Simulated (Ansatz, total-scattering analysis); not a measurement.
# water and urea: run and scatter

Aim: the structure of water and urea at 320 K, and the X-ray and neutron patterns it would give.

Method: ab initio molecular dynamics with Ansatz (revPBE-D3(BJ), plane waves, PAW default files, Langevin thermostat, no spin, fixed volume, H with the mass of D). Composition: 24 H2O and 4 urea; N 7.7, C 3.9, O 26.9, H 61.5 atom %; 104 atoms. The average runs over 1.08 ps of 104 atoms, so shells between rare elements are rough. Mean temperature 311 K, largest m.s.d. 0.54 Å², energy drift -4 meV an atom (last third less first, no steady trend), Langevin friction 10 ps⁻¹; the first quarter of the run is discarded. Start: last frame of a classical run of this cell at the same density and temperature. So short a stretch relaxes bonds and nearest shells but still remembers its start.

## The run

The step of 1 fs has to resolve the fastest vibration, that of H (given the mass of D, which leaves classical structure unchanged and allows a longer step). The volume is fixed, since the run is too short for a cell to find its own; the mean pressure then hints how far the functional is from its own density, with errors up to a few GPa from cell size, k-points and loose SCF steps (the program warns of the last). One k-point, Γ, is the usual economy for a cell of this size. Smeared occupations keep the forces smooth should levels come near the Fermi energy. A dispersion term is added because semilocal functionals bind large anions and molecules too weakly, which shows as excess pressure at a given density. A Langevin thermostat samples the right structure once equilibrated, but its friction lowers diffusion.

input.yaml:

```yaml
crystal:
  lattice:
    - [10.0508, 0.0, 0.0]
    - [0.0, 10.0508, 0.0]
    - [0.0, 0.0, 10.0508]
  atoms:
    - { symbol: "N", position: [0.8814, 0.9008, 0.7501] }
    - { symbol: C, position: [0.8236, 0.966, 0.852] }
    - { symbol: "N", position: [0.9034, 0.0538, 0.9102] }
    - { symbol: O, position: [0.718, 0.9353, 0.8967] }
[... 98 atom lines left out ...]
    - { symbol: H, position: [0.2196, 0.0552, 0.2627] }
    - { symbol: H, position: [0.2845, 0.0838, 0.4088] }
kpoints:
  mp_grid: { grid: [1, 1, 1] }
scf:
  occupations: { method: fermi_dirac, width: 0.0276 }
hamiltonian:
  xc: revpbe
  pseudopotentials: { kind: paw }
  dispersion: d3bj
output:
  forces: true
  stress: true
md:
  timestep: 1.0
  n_steps: 1437
  ensemble: nvt_langevin
  temperature: 320.0
  initial_velocities: maxwell_boltzmann
  seed: 7
  masses: [{ species: H, mass: 2.014 }]
```

```console
$ ansatz run input.yaml --threads 8 --pin off --max-ram 16384MiB --backend cpu --events-out ev --progress --plain --runs-dir out
```

```text
Warning: md: disabling space-group detection — thermal motion breaks the input geometry's symmetry, so no spatial operation reduces the k-mesh or symmetrises the density; time reversal is kept, so that k and −k are [...]
Warning: output.stress: scf.convergence.dr2_threshold = 1e-7 eV (the SCF's general default) is looser than the 1.04e-8 eV advised for a printed stress (1e-10 eV for each atom of the cell: 104). What an SCF threshold [...]
Warning: RAYON_NUM_THREADS=8 ignored (pool sized by the plan → 8); use --threads N
Engine: ansatz 0.2.0, aarch64-unknown-linux-gnu
Pseudopotential: N, paw, valence charge 5, recommended cutoff 420 eV (normal), N.paw.azcp
Pseudopotential: C, paw, valence charge 4, recommended cutoff 420 eV (normal), C.paw.azcp
Pseudopotential: O, paw, valence charge 6, recommended cutoff 420 eV (normal), O.paw.azcp
Pseudopotential: H, paw, valence charge 1, recommended cutoff 420 eV (normal), H.paw.azcp
Functional definition: revPBE
Crystal: 104 atoms, lattice volume = 1015.318 Å³
Basis set: ecut = 420 eV, 19933 PW (Γ), exchange–correlation on 144×144×144 points (8 copies of the dense FFT grid, shifted against one another)
Bands: 248, of which v1, the nominal top of the filled ones, is band 144 counted from 1 (143 counted from 0)
k-points: 1
[... other set-up lines, SCF lines and steps between those shown are left out ...]
md step     0: t =     0.00 fs  T =   316.9 K  F+E_penalty+E_count = -21055.01302399 eV  E_kin = 4.260410 eV  P_inst = 2.3498 GPa  (9 SCF iters)
md step     1: t =     1.00 fs  T =   336.0 K  F+E_penalty+E_count = -21055.26712813 eV  E_kin = 4.517263 eV  P_inst = 2.5146 GPa  (8 SCF iters, 3 dispersion substeps)
md step    57: t =    57.00 fs  T =   380.7 K  F+E_penalty+E_count = -21056.26971960 eV  E_kin = 5.117523 eV  P_inst = 0.8965 GPa  (7 SCF iters, 3 dispersion substeps)
md step   114: t =   114.00 fs  T =   326.3 K  F+E_penalty+E_count = -21056.61003541 eV  E_kin = 4.386857 eV  P_inst = -0.3779 GPa  (7 SCF iters, 3 dispersion substeps)
md step   171: t =   171.00 fs  T =   300.9 K  F+E_penalty+E_count = -21057.22607053 eV  E_kin = 4.045250 eV  P_inst = 0.7074 GPa  (7 SCF iters, 3 dispersion substeps)
[... the rest of the log is left out; where it ends short of n_steps, the time limit stopped the run ...]
```

It took 64 min on 8 threads of Arm Neoverse V1, with other jobs on the host, peak memory 1.2 GiB.

## Analysis

S(Q) is the Faber–Ziman total, Σ ci cj fi fj (Sij − 1)/⟨f⟩² + 1. Below 4 Å⁻¹ the partials are summed on the cell's own reciprocal vectors (from 0.62 Å⁻¹) and folded with a Gaussian of σ = 0.14 Å⁻¹; above it they are transforms of g(r) out to 6.8 Å, tapered over the last 40 %. The fold lowers sharp peaks, and with so few vectors their positions are good to about 0.1 Å⁻¹. X-rays take neutral-atom form factors, neutrons coherent lengths (N 9.36, C 6.6472, O 5.8037, H 6.6681 fm). Hydrogen is taken as deuterium. G(r) = 4πrρ₀[g(r) − 1] carries the resolution of a Lorch-windowed transform up to 20 Å⁻¹. The patterns are simulated, not measured. The cell is small: beyond half the box only the part of each shell inside it is counted, and low-Q values rest on few vectors. It is averaged over 135 frames.

```
T (K)  state  density (g/cm³)  first clear X-ray maximum (Å⁻¹)  its height (X-ray)  first clear neutron maximum (Å⁻¹)  its height (neutron)  O–O (Å)  O around O                  held  D over the elements, rough (10⁻⁹ m²/s)
  320   slow            1.100                             2.05                1.75                               2.19                  1.74     2.75        3.38  volume, 0.7 GPa mean                                       -
```

neutron S(Q):

```
Q (Å⁻¹)  320 K
    0.8   0.24
    1.1   0.50
    1.4   0.73
    1.7   1.31
    2.0   1.64
    2.3   1.68
    2.6   1.11
    2.9   0.77
    3.2   0.80
    3.5   0.86
    3.8   0.91
    4.1   0.86
    4.4   0.78
    4.7   0.74
    5.0   0.75
    5.3   0.81
    5.6   0.89
    5.9   0.98
    6.2   1.04
    6.5   1.07
    6.8   1.06
    7.1   1.05
    7.4   1.07
    7.7   1.11
    8.0   1.15
    8.3   1.17
    8.6   1.14
    8.9   1.09
```

At 320 K the maxima of S(Q), Q in Å⁻¹ (height), are X-ray: 2.05 (1.75), 5.29 (1.17), 7.09 (1.10), 11.68 (1.08); neutron: 2.19 (1.74), 3.80 (0.91), 8.30 (1.17), 14.19 (1.08). Its shells:

| pair | first peak (Å) | g there | first minimum (Å) | g there | neighbours | kind | X-ray weight (f = Z) | neutron weight |
| --- | --- | --- | --- | --- | --- | --- | --- | --- |
| O–H | 0.98 | 24.8 | 1.26 | 0.00 | 1.7 H per O, 0.8 O per H | within molecules | 0.21 | 0.29 |
| N–H | 1.02 | 27.9 | 1.32 | 0.00 | 2.0 H per N, 0.2 N per H | within molecules | 0.05 | 0.13 |
| C–O | 1.25 | 20.6 | 1.60 | 0.00 | 1.0 O per C, 0.1 C per O | within molecules | 0.08 | 0.02 |
| N–C | 1.37 | 105.6 | 1.76 | 0.00 | 1.0 C per N, 2.0 N per C | within molecules | 0.02 | 0.01 |
| H–H | 1.56 | 2.6 | 1.90 | 0.22 | 1.0 | within molecules | 0.03 | 0.38 |
| C–H | 2.05 | 7.3 | 2.32 | 0.36 | 4.1 H per C, 0.3 C per H | within molecules | 0.02 | 0.05 |
| N–O | 2.30 | 4.6 | 2.54 | 0.04 | 1.0 O per N, 0.3 N per O | within molecules | 0.19 | 0.05 |
| N–N | 2.33 | 16.8 | 2.64 | 0.00 | 1.0 | within molecules | 0.02 | 0.01 |
| O–O | 2.75 | 3.2 | 3.26 | 0.71 | 3.4 | between molecules | 0.37 | 0.06 |

The tapered transform alone would put 1.75 at the neutron maximum of 2.19 Å⁻¹, where the reciprocal vectors give 1.74; the two routes agree.

**Reading.** Distances within molecules give the sharpest pair functions, and with hydrogen they rule the neutron S(Q) at high Q: O–H 0.98 Å, N–H 1.02 Å, C–O 1.25 Å, N–C 1.37 Å, H–H 1.56 Å and C–H 2.05 Å (first peaks only). On the last frame 84 % of the H on O, N or F point at an acceptor of another molecule or at an anion within hydrogen-bond range (2.35 Å to O, N, F; 2.85 Å to Cl, Br, I).

[Logs are printed without paths, hosts, clocks, repeated set-up lines and the standing remarks that a program may print on its own settings, such as how far it seeks lower states.]
